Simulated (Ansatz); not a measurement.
System: MoS2 (P6_3/mmc).

The database entry behind the starting cell differs from later determinations by our own check (about 0.3 % long), so it need not match the best structure at ambient conditions.

Symmetry: P6_3/mmc, No. 194, hexagonal system. Conventional cell: a = 3.169 Å, b = 3.169 Å, c = 12.324 Å, α = 90.00°, β = 90.00°, γ = 120.00°. Nearest to Mo lie 6 S at 2.41 Å. Nearest to S lie 3 Mo at 2.41 Å. Farther neighbours and most contacts between anions are not listed.

```
Mo S
1.0
     3.16900    0.00000    0.00000
    -1.58450    2.74443    0.00000
     0.00000    0.00000   12.32400
Mo S
2 4
Direct
  0.33333 0.66667 0.25000
  0.66667 0.33333 0.75000
  0.33333 0.66667 0.62300
  0.66667 0.33333 0.12300
  0.33333 0.66667 0.87700
  0.66667 0.33333 0.37700
```

The cell and positions come from the Crystallography Open Database and are kept as given unless a step says otherwise. PAW set soft_2, made with PBE.

Gaps computed with Ansatz 0.2.0 without a self-energy: LDA 0.81 eV, PBE 0.88 eV, r2SCAN 0.99 eV and HSE06 1.44 eV. The mean ε∞ by PBE perturbation theory is 12.38.

**Question.** What gap should G0W0 on PBE give (6×6×2 mesh, 688 empty bands, screening to 200 eV, default PAW files)?

About 1.26 eV: on its mesh the run moves the gap from 0.89 eV by +0.37 eV. Among the scalar-relativistic levels given, HSE06 is nearest (+0.18 eV). One-shot corrections scale roughly with one over ε∞, here 0.08. Bands and cutoff are finite, so the gap is not at the basis limit. The miss can reach some tenths of an eV and take either sign; the mesh is an error of its own. The 6×6×2 mesh is coarse for this cell (its supercell is 19 Å along the shortest edge). The RPA ε∞ on it, from the PBE start, is 6.23 and 14.96; such meshes misread the long-range screening, most where the gap is narrow. The many-body steps are scalar-relativistic: spin-orbit coupling is not in them.

[Paths, hosts, dates, memory and timing lines, banners, echoed tables and standing remarks are left out of the program output.]

[Logs are printed without paths, hosts, clocks, repeated set-up lines and the standing remarks that a program may print on its own settings, such as how far it seeks lower states.]

[Runs of the session that timed out or met a known fault of the program may be left out.]

[Cells called generated may have been cut or substituted from an entry of the Crystallography Open Database or the Materials Project.]

[Hosts, paths, dates, database ids (printed as entryN), source tags and the programs' standing remarks are cut or masked in the printed files.]
